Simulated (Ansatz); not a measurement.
# Y2SOF2 (built on the sites of a database entry of YSF): the cell at rest

Aim: bring Y2SOF2 (built on the sites of a database entry of YSF) to small forces and stress, as phonons need.

Main program and level: Ansatz 0.2.0; DFT PBEsol, scalar-relativistic, plane waves, PAW.

The structure was built from a prototype and need not be the compound's stable phase.

## 1. The starting structure

Symmetry: P4mm, No. 99, tetragonal system. Conventional cell: a = 3.719 Å, b = 3.719 Å, c = 6.728 Å, α = 90.00°, β = 90.00°, γ = 90.00°. Nearest to Y lie 4 F at 2.41 Å and 4 S at 2.77 Å and 1 O at 2.81 Å. Y has 4 F at 2.41 Å and 4 O at 2.77 Å and 1 S at 2.81 Å nearest. Nearest to O lie 5 Y at 2.77 to 2.81 Å. S has 5 Y at 2.77 to 2.81 Å nearest. Nearest to F lie 4 Y at 2.41 Å. Farther neighbours and most contacts between anions are not listed.

Coordinates:

```cif
data_structure
_symmetry_space_group_name_H-M 'P 1'
_symmetry_Int_Tables_number 1
_cell_length_a 3.7185
_cell_length_b 3.7185
_cell_length_c 6.7282
_cell_angle_alpha 90.000
_cell_angle_beta 90.000
_cell_angle_gamma 90.000
_cell_volume 93.03
loop_
_atom_site_label
_atom_site_type_symbol
_atom_site_fract_x
_atom_site_fract_y
_atom_site_fract_z
_atom_site_occupancy
Y1 Y 0.00000 0.50000 0.22723 1
Y2 Y 0.50000 0.00000 0.77277 1
O3 O 0.00000 0.50000 0.64557 1
S4 S 0.50000 0.00000 0.35443 1
F5 F 0.00000 0.00000 0.00000 1
F6 F 0.50000 0.50000 0.00000 1
```

## 2. A coarse first look

First a cheap look: the gap decides the mesh and the occupations, the pressure tells how far the cell has to move.

input.yaml reads:

```yaml
crystal:
  lattice:
    - [3.71854, 0.0, 0.0]
    - [0.0, 3.71854, 0.0]
    - [0.0, 0.0, 6.72816]
  atoms:
    - { symbol: "Y", position: [0.0, 0.5, 0.22722802] }
    - { symbol: "Y", position: [0.5, 0.0, 0.77277198] }
    - { symbol: O, position: [0.0, 0.5, 0.64556719] }
    - { symbol: S, position: [0.5, 0.0, 0.35443281] }
    - { symbol: F, position: [0.0, 0.0, 0.0] }
    - { symbol: F, position: [0.5, 0.5, 0.0] }
kpoints:
  mp_grid: { grid: [6, 6, 4] }
hamiltonian:
  xc: pbesol
scf:
  occupations: { method: gaussian, width: 0.1 }
output:
  forces: true
  stress: true
  eigenvalues: true
```

Run with:

```console
ansatz run input.yaml --threads 8 --pin off --max-ram 14336MiB --backend cpu --events-out ev --progress --plain --runs-dir out
```

Numbers of over 12 decimals in the logs are rounded to 6 here.

The program printed:

```text
Engine: ansatz 0.2.0, aarch64-unknown-linux-gnu
Pseudopotentials: kind: paw
Pseudopotential: Y, paw, valence charge 11, recommended cutoff 420 eV (normal), Y.paw.azcp
Pseudopotential: O, paw, valence charge 6, recommended cutoff 420 eV (normal), O.paw.azcp
Pseudopotential: S, paw, valence charge 6, recommended cutoff 420 eV (normal), S.paw.azcp
[...]
k-point 0: bands = [... 20 lower, 7.5392, 8.5415, 8.7054, 8.7054, 10.3398, 12.1330, 12.3174, 12.6102, ... 1 higher]
  k-point 1: bands = [... 20 lower, 7.5726, 8.2755, 8.6839, 8.6839, 10.4681, 12.1209, 12.2501, 12.6275, ... 1 higher]
  k-point 2: bands = [... 20 lower, 7.6077, 8.0224, 8.6608, 8.6608, 10.6308, 11.8928, 12.3706, 12.6458, ... 1 higher]
  k-point 29: bands = [... 20 lower, 7.2663, 7.9022, 7.9022, 7.9580, 13.1403, 13.4890, 13.4890, 14.1807, ... 1 higher]
[key lines of the parts left out:]
SCF converged after 7 iterations
Free energy (F): -10647.577035 eV
Fermi energy:    9.524887 eV
P = ⅓ Tr σ = -11.1272 GPa (-111.272 kbar)
```

Wall time 1.1 s (8 threads of Arm Neoverse V2, shared host); peak memory 0.43 GiB; 6.8 s of CPU time.

This step gave:

* pressure: -11.13 GPa
* gap on the k-mesh: 1.634 eV
* volume per atom: 15.51 Å³
* direct gap on mesh: 1.634 eV

The coarse mesh shows a gap of 1.63 eV and a pressure of -11.1 GPa.

## 3. Coarse relaxation

A rough relaxation comes first, because large forces or stress need no tight tolerances yet.

Edit input.yaml of step 2 so:

```diff
@@ -22 +22,6 @@
   eigenvalues: true
+relax:
+  adjacent_minimum: "off"
+  f_tol: 0.05
+  max_steps: 80
+  cell: { stress_tol: 0.5 }
```

The program printed:

```text
[...]
Crystal: 6 atoms, lattice volume = 93.034 Å³
Basis set: ecut = 420 eV, 1807 PW (Γ), exchange–correlation on 50×50×90 points (8 copies of the dense FFT grid, shifted against one another)
Bands: 30, of which v1, the nominal top of the filled ones, is band 24 counted from 1 (23 counted from 0)
Symmetry: 8 space group operations
[...]
k-points: 30 of 144 (time reversal used)
[...]
- [3.472719, 0, 1.600810089463619e-17]
    - [0, 3.472719, 0]
    - [2.89643419501351e-17, 0, 7.067858]
  atoms:
    - { symbol: Y, position: [-8.420822311534714e-18, 0.5, 0.203274] }
    - { symbol: Y, position: [0.5, 0, 0.748863] }
    - { symbol: O, position: [1.7045280874392594e-17, 0.5, 0.694055] }
    - { symbol: S, position: [0.5, 0, 0.362933] }
    - { symbol: F, position: [-1.6037182539554687e-18, 0, -0.00456201] }
    - { symbol: F, position: [0.5, 0.5, -0.00456201] }
[key lines of the parts left out:]
SCF converged after 6 iterations
Free energy (F): -10648.312393 eV
Fermi energy:    10.420645 eV
P = ⅓ Tr σ = -0.1413 GPa (-1.413 kbar)
```

Run time: 15 s. Hardware: 8 threads; peak memory 0.49 GiB.

The steps of the relaxation:

```
step  energy less that of the first step (eV)  largest force component (eV/Å)  pressure (GPa)  volume (Å³)
   1                                   0.0000                          1.8660          -11.13        93.03
   2                                  -0.4814                          2.1894            0.26        83.27
   3                                  -0.6255                          0.2583           -0.96        83.89
   4                                  -0.6351                          0.1267           -0.35        83.50
   5                                  -0.6416                          0.1987            0.09        83.27
   6                                  -0.6606                          0.4064            1.30        82.89
   7                                  -0.6275                          0.7552            4.44        82.55
   8                                  -0.7111                          0.2989            0.95        83.84
   9                                  -0.7338                          0.2630            1.31        84.52
  10                                  -0.7036                          0.7212           -1.31        86.21
  11                                  -0.7366                          0.0744           -0.46        85.46
  12                                  -0.7382                          0.0028            0.01        85.24
 13*                                  -0.7354                          0.0045           -0.14        85.24
```

Relaxation steps marked * repeat the geometry before them on a plane-wave basis chosen anew for their cell, so energy and pressure can jump there. Relaxation steps 7, 10 were tried and not accepted.

Forces are held to the 8 operations that the run works with; a distortion that breaks them can't arise in this run.

```
conventional cell, symmetrised  before  after  change
                         a (Å)   3.719  3.473  -6.6 %
                         b (Å)   3.719  3.473  -6.6 %
                         c (Å)   6.728  7.068  +5.0 %
              volume (Å³/atom)   15.51  14.21  -8.4 %
```

The atoms that moved most (Å, as changes of fractional coordinates times the final cell):

```
atom     dx     dy      dz  length
  O3  0.000  0.000   0.343   0.343
  Y1  0.000  0.000  -0.169   0.169
  Y2  0.000  0.000  -0.169   0.169
  S4  0.000  0.000   0.060   0.060
  F6  0.000  0.000  -0.032   0.032
  F5  0.000  0.000  -0.032   0.032
```

The relaxed structure:

```xyz
6
Lattice="3.4727 0.0000 0.0000 0.0000 3.4727 0.0000 0.0000 0.0000 7.0679" Properties=species:S:1:pos:R:3 pbc="T T T"
Y     0.0000    1.7364    1.4367
Y     1.7364    0.0000    5.2929
O     0.0000    1.7364    4.9055
S     1.7364    0.0000    2.5652
F     0.0000    0.0000   -0.0322
F     1.7364    1.7364   -0.0322
```

This step gave:

* pressure: -0.1413 GPa
* gap on the k-mesh: 1.819 eV
* volume per atom: 14.21 Å³
* direct gap on mesh: 1.819 eV

In this step the volume went from 15.51 to 14.21 Å³/atom.

## 4. Bringing the structure to rest

The cell and atoms are relaxed, since residual forces and stress would shift the frequencies.

input.yaml reads:

```yaml
crystal:
  lattice:
    - [3.4727189531, 0.0, 0.0]
    - [0.0, 3.4727189531, 0.0]
    - [0.0, 0.0, 7.067857604]
  atoms:
    - { symbol: "Y", position: [0.0, 0.5, 0.2032737814] }
    - { symbol: "Y", position: [0.5, 0.0, 0.7488625308] }
    - { symbol: O, position: [0.0, 0.5, 0.6940549398] }
    - { symbol: S, position: [0.5, 0.0, 0.3629327619] }
    - { symbol: F, position: [0.0, 0.0, -0.0045620069] }
    - { symbol: F, position: [0.5, 0.5, -0.0045620069] }
kpoints:
  mp_grid: { grid: [8, 8, 4] }
hamiltonian:
  xc: pbesol
scf:
  occupations: { method: gaussian, width: 0.02 }
output:
  forces: true
  stress: true
  eigenvalues: true
  write_density: true
  write_potential: true
  elf: true
  volumetric_format: npy
relax:
  adjacent_minimum: "off"
  f_tol: 0.005
  max_steps: 80
  cell: { stress_tol: 0.05 }
```

The program printed:

```text
[...]
Crystal: 6 atoms, lattice volume = 85.237 Å³
Basis set: ecut = 420 eV, 1643 PW (Γ), exchange–correlation on 48×48×96 points (8 copies of the dense FFT grid, shifted against one another)
Bands: 30, of which v1, the nominal top of the filled ones, is band 24 counted from 1 (23 counted from 0)
Symmetry: 8 space group operations
[...]
k-points: 45 of 256 (time reversal used)
[...]
SCF iter   1: F=—  HF=-10648.352640 eV  |F-HF|=—  |Δ(HF+E_count)|=         —  Δρ=1.58e-2  dr2=1.72e-1  ethr=1.77e-3  ⟨swp⟩=6.0  Hψ=6020  notcnv=0
[...]
SCF iter   7: F=-10648.313485 eV  HF=-10648.313485 eV  |F-HF|=4.89e-9  |Δ(HF+E_count)|=   4.67e-8  Δρ=4.86e-6  dr2=6.75e-9  ethr=2.08e-10  ⟨swp⟩=13.6  Hψ=9132  notcnv=0
SCF 1 converged in 7 iterations: F = -10648.313485 eV  dr2 = 6.75e-9
[...]
relax step   1: F+E_penalty+E_count = -10648.31348535 eV  Δ(F+E_penalty+E_count) = +0.000e0 eV  max|allowed force component| = 4.467e-3 eV/Å  Δτ_max = 0.0000 Å  P = -0.148 GPa  Ω = 85.237 Å³  (7 SCF iters, dr2 threshold 1.00e-7 eV, accepted)
Crystal: 6 atoms, lattice volume = 85.106 Å³
[...]
SCF iter   6: F=-10648.314233 eV  HF=-10648.314233 eV  |F-HF|=1.13e-10  |Δ(HF+E_count)|=   2.55e-8  Δρ=1.82e-6  dr2=1.36e-9  ethr=1.04e-10  ⟨swp⟩=5.3  Hψ=7877  notcnv=0
SCF 2 converged in 6 iterations: F = -10648.314233 eV  dr2 = 1.36e-9
relax step   2: F+E_penalty+E_count = -10648.31423268 eV  Δ(F+E_penalty+E_count) = -7.473e-4 eV  max|allowed force component| = 3.716e-2 eV/Å  Δτ_max = 0.0057 Å  P = +0.109 GPa  Ω = 85.106 Å³  energy of the carried Pulay correction = +3.867e-4 eV  (6 SCF iters, dr2 threshold 3.02e-7 eV, accepted)
Crystal: 6 atoms, lattice volume = 85.363 Å³
[...]
SCF iter   6: F=-10648.313078 eV  HF=-10648.313078 eV  |F-HF|=3.64e-12  |Δ(HF+E_count)|=   3.80e-8  Δρ=1.55e-6  dr2=1.34e-9  ethr=1.32e-10  ⟨swp⟩=5.2  Hψ=7893  notcnv=0
SCF 3 converged in 6 iterations: F = -10648.313078 eV  dr2 = 1.34e-9
relax step   3: F+E_penalty+E_count = -10648.31307835 eV  Δ(F+E_penalty+E_count) = +1.154e-3 eV  max|allowed force component| = 1.058e-1 eV/Å  Δτ_max = 0.0126 Å  P = -0.069 GPa  Ω = 85.363 Å³  energy of the carried Pulay correction = -3.187e-4 eV  (6 SCF iters, dr2 threshold 8.63e-8 eV, rejected (line search))
[...]
relax step   4: F+E_penalty+E_count = -10648.31421825 eV  Δ(F+E_penalty+E_count) = +1.443e-5 eV  max|allowed force component| = 2.161e-2 eV/Å  Δτ_max = 0.0061 Å  P = +0.013 GPa  Ω = 85.212 Å³  energy of the carried Pulay correction = +8.929e-5 eV  (7 SCF iters, accepted)
[...]
relax step   5: F+E_penalty+E_count = -10648.31403115 eV  Δ(F+E_penalty+E_count) = +1.871e-4 eV  max|allowed force component| = 6.997e-2 eV/Å  Δτ_max = 0.0056 Å  P = +0.080 GPa  Ω = 85.235 Å³  energy of the carried Pulay correction = +2.809e-5 eV  (6 SCF iters, dr2 threshold 2.92e-8 eV, rejected (line search))
[...]
relax step   6: F+E_penalty+E_count = -10648.31414940 eV  Δ(F+E_penalty+E_count) = +6.885e-5 eV  max|allowed force component| = 2.464e-3 eV/Å  Δτ_max = 0.0021 Å  P = -0.004 GPa  Ω = 85.252 Å³  energy of the carried Pulay correction = -1.962e-5 eV  (7 SCF iters, accepted)
[...]
SCF iter   6: F=-10648.314281 eV  HF=-10648.314281 eV  |F-HF|=7.28e-12  |Δ(HF+E_count)|=  6.18e-11  Δρ=8.23e-8  dr2=1.16e-12  ethr=1.00e-12  ⟨swp⟩=4.5  Hψ=5665  notcnv=0
SCF 7 converged in 6 iterations: F = -10648.314281 eV  dr2 = 1.16e-12
relax step   7: F+E_penalty+E_count = -10648.31428065 eV  Δ(F+E_penalty+E_count) = -1.313e-4 eV  max|allowed force component| = 2.393e-3 eV/Å  Δτ_max = 0.0000 Å  P = -0.003 GPa  Ω = 85.252 Å³  stress off target by 2.63e-2 GPa  SCF on the basis re-selected at this cell (its energy is not comparable with the rows above)  (6 SCF iters)
basis re-selected at this cell: Δ(F+E_penalty+E_count) = -1.313e-4 eV, ΔP = +0.001 GPa vs the last step (what re-selecting the basis moved, of the pressure what is left beyond the Pulay correction that the steps carried, after the strain that the cell walked since its last selection, with what the two solves' SCF thresholds leave and, on support functions, any second-order correction that the steps lacked; it is no m [...]
SCF converged after 6 iterations
Free energy (F): -10648.314281 eV
[...]
Internal energy: -10648.314281 eV  (E = F + TS)
E sigma→0 (E₀):  -10648.314281 eV
Fermi energy:    10.406332 eV
[...]
--- Forces (eV/Å), atoms counted from 1 ---
  atom   1  Y     -0.00000000     0.00000000    -0.00009984
  atom   2  Y     -0.00000000     0.00000000    -0.00239289
  atom   3  O      0.00000000     0.00000000     0.00220183
  atom   4  S      0.00000000     0.00000000     0.00151113
  atom   5  F      0.00000000     0.00000000    -0.00060958
  atom   6  F     -0.00000000     0.00000000    -0.00060958
  max |Σ_I F_I| component: 1.07e-6 eV/Å
--- Stress (GPa, compression-positive) ---
       -0.017908       0.000000       0.000000
        0.000000      -0.017908       0.000000
        0.000000       0.000000       0.026276
  P = ⅓ Tr σ = -0.0032 GPa (-0.032 kbar)
--- Band table (eV; the first three rows and the last of 45) ---
  k-point 0: bands = [... 20 lower, 8.6012, 9.3222, 9.3222, 9.4858, 11.3269, 12.9109, 13.5123, 14.6796, ... 2 higher]
  k-point 1: bands = [... 20 lower, 8.6436, 9.2791, 9.2791, 9.2973, 11.4542, 12.7241, 13.5895, 14.6883, ... 2 higher]
  k-point 2: bands = [... 20 lower, 8.6926, 9.1121, 9.2295, 9.2295, 11.6289, 12.4921, 13.6606, 14.6973, ... 2 higher]
  k-point 44: bands = [... 20 lower, 7.8713, 8.3238, 8.3238, 9.0682, 14.4371, 14.4371, 14.6802, 15.2456, ... 2 higher]
--- Relaxed structure (6 steps of the walk, 4 accepted, 1 SCFs on fresh bases) ---
[...]
cell:  # Å, volume = 85.2522 Å³
    - [3.465810, 0.0, 0]
    - [0.0, 3.465810, 0.0]
    - [0, 0.0, 7.097347]
  atoms:
    - { symbol: Y, position: [0, 0.500000, 0.202394] }
    - { symbol: Y, position: [0.500000, 0.0, 0.748816] }
    - { symbol: O, position: [0, 0.500000, 0.694948] }
    - { symbol: S, position: [0.500000, 0.0, 0.363100] }
    - { symbol: F, position: [0, 0.0, -0.00462925] }
    - { symbol: F, position: [0.500000, 0.500000, -0.00462925] }
```

Elapsed: 9.7 s, on 8 threads; peak memory 0.52 GiB; 69 s of CPU time.

Relaxation path:

```
step  energy less that of the first step (eV)  largest force component (eV/Å)  pressure (GPa)  volume (Å³)
   1                                   0.0000                          0.0045           -0.15        85.24
   2                                  -0.0007                          0.0372            0.11        85.11
   3                                   0.0004                          0.1058           -0.07        85.36
   4                                  -0.0007                          0.0216            0.01        85.21
   5                                  -0.0005                          0.0700            0.08        85.24
   6                                  -0.0007                          0.0025            0.00        85.25
  7*                                  -0.0008                          0.0024            0.00        85.25
```

Relaxation steps marked * repeat the geometry before them on a plane-wave basis chosen anew for their cell, so energy and pressure can jump there. Relaxation steps 3, 5 were tried and not accepted.

The run keeps the 8 symmetry operations that it works with, so distortions that break them were not tested.

```
conventional cell, symmetrised  before  after  change
                         a (Å)   3.473  3.466  -0.2 %
                         b (Å)   3.473  3.466  -0.2 %
                         c (Å)   7.068  7.097  +0.4 %
              volume (Å³/atom)   14.21  14.21  +0.0 %
```

The relaxed structure:

```
Y O S F
1.0
     3.46581    0.00000    0.00000
     0.00000    3.46581    0.00000
     0.00000    0.00000    7.09735
Y O S F
2 1 1 2
Direct
  0.00000 0.50000 0.20239
  0.50000 0.00000 0.74882
  0.00000 0.50000 0.69495
  0.50000 0.00000 0.36310
  0.00000 0.00000 0.99537
  0.50000 0.50000 0.99537
```

Numbers from this step:

- pressure: -0.003180 GPa
- gap on the k-mesh: 1.841 eV
- direct gap on mesh: 1.841 eV

ELF in the ac plane at fractional y = 0.000, with atoms of Y and S and F within 0.2 Å of it. It is the smooth field of the valence electrons, not physical close to the nuclei.

Values, 24 rows by 14 columns, each cell a mean:
```
0.61 0.73 0.81 0.70 0.31 0.07 0.02 0.02 0.03 0.09 0.41 0.75 0.81 0.70
0.79 0.80 0.77 0.49 0.14 0.06 0.09 0.11 0.08 0.06 0.20 0.58 0.78 0.80
0.65 0.58 0.37 0.13 0.15 0.39 0.61 0.67 0.57 0.33 0.12 0.17 0.42 0.60
0.25 0.18 0.09 0.14 0.49 0.77 0.85 0.86 0.84 0.74 0.39 0.10 0.11 0.20
0.05 0.04 0.07 0.42 0.80 0.85 0.77 0.71 0.79 0.85 0.74 0.30 0.06 0.04
0.04 0.04 0.12 0.54 0.84 0.82 0.60 0.42 0.65 0.83 0.81 0.42 0.09 0.04
0.05 0.04 0.10 0.49 0.82 0.84 0.72 0.61 0.75 0.85 0.78 0.37 0.08 0.04
0.06 0.04 0.06 0.29 0.70 0.84 0.85 0.84 0.85 0.83 0.62 0.21 0.05 0.04
0.05 0.04 0.03 0.08 0.28 0.52 0.67 0.71 0.65 0.48 0.21 0.05 0.03 0.04
0.04 0.03 0.03 0.04 0.08 0.16 0.23 0.27 0.22 0.14 0.07 0.04 0.03 0.03
0.03 0.04 0.09 0.19 0.32 0.41 0.46 0.48 0.45 0.39 0.29 0.16 0.07 0.04
0.04 0.08 0.22 0.48 0.69 0.79 0.84 0.86 0.84 0.78 0.65 0.42 0.19 0.06
0.07 0.17 0.44 0.71 0.83 0.87 0.88 0.88 0.88 0.87 0.81 0.66 0.38 0.13
0.10 0.25 0.57 0.78 0.84 0.79 0.66 0.58 0.69 0.81 0.83 0.74 0.51 0.20
0.15 0.34 0.66 0.82 0.81 0.58 0.15 0.04 0.23 0.65 0.83 0.80 0.60 0.27
0.17 0.37 0.68 0.84 0.83 0.60 0.17 0.04 0.25 0.67 0.85 0.82 0.63 0.30
0.16 0.33 0.64 0.82 0.86 0.79 0.61 0.49 0.65 0.82 0.86 0.79 0.58 0.27
0.12 0.23 0.50 0.74 0.83 0.83 0.79 0.77 0.80 0.84 0.82 0.70 0.44 0.19
0.06 0.10 0.21 0.43 0.63 0.71 0.74 0.74 0.74 0.70 0.59 0.37 0.18 0.09
0.09 0.08 0.09 0.15 0.29 0.42 0.51 0.54 0.50 0.40 0.25 0.13 0.08 0.08
0.44 0.37 0.23 0.11 0.06 0.09 0.13 0.14 0.12 0.08 0.07 0.13 0.26 0.39
0.75 0.71 0.58 0.32 0.10 0.04 0.03 0.03 0.03 0.04 0.14 0.39 0.61 0.72
0.71 0.76 0.78 0.62 0.27 0.06 0.02 0.01 0.02 0.08 0.36 0.68 0.78 0.75
0.49 0.67 0.79 0.72 0.37 0.09 0.02 0.01 0.03 0.12 0.47 0.76 0.79 0.63
```
Columns run along a (3.5 Å), rows up along c (7.1 Å). Atoms in or near the plane, at fractional coordinates: Y at (0.50, 0.75), S at (0.50, 0.36), F at (0.00, 0.00).

Valence density in the ac plane at fractional y = 0.000, with atoms of Y and S and F within 0.2 Å of it. It is the smooth field of the valence electrons, not physical close to the nuclei.

Ten steps, logarithmic in the rise over the least value, from '_' (0 e/Å³) to '@' (12 e/Å³), each cell a mean:
```
@@%%**==::________..::==##@@
##**++--............::--++**
----::::::----==----::::::--
......::--++****++++--::....
____..--++**######**==::..__
____..--++########**++--..__
____..--++**######**++::..__
____..::==****##**++==::..__
______..::--==++==--::..____
________..::::--::::..______
________..::::::::....______
______..::::------::::..____
____..::--==========--::..__
__....--============--::..__
....::--====--::--====--::..
....::--====--::======--::..
....::--==============--::..
......::--==========--::....
__......::::----::::::......
............................
::::....______________..::::
++==--::____________..::--==
%%##**--..__________::==**%%
@@@@##==::__________::++##@@
```
Columns run along a (3.5 Å), rows up along c (7.1 Å). Atoms in or near the plane, at fractional coordinates: Y at (0.50, 0.75), S at (0.50, 0.36), F at (0.00, 0.00).

[end of part 1 of 2]

[Logs are printed without paths, hosts, clocks, repeated set-up lines and the standing remarks that a program may print on its own settings, such as how far it seeks lower states.]

[Hosts, paths, dates, database ids (printed as entryN), source tags and the programs' standing remarks are cut or masked in the printed files.]
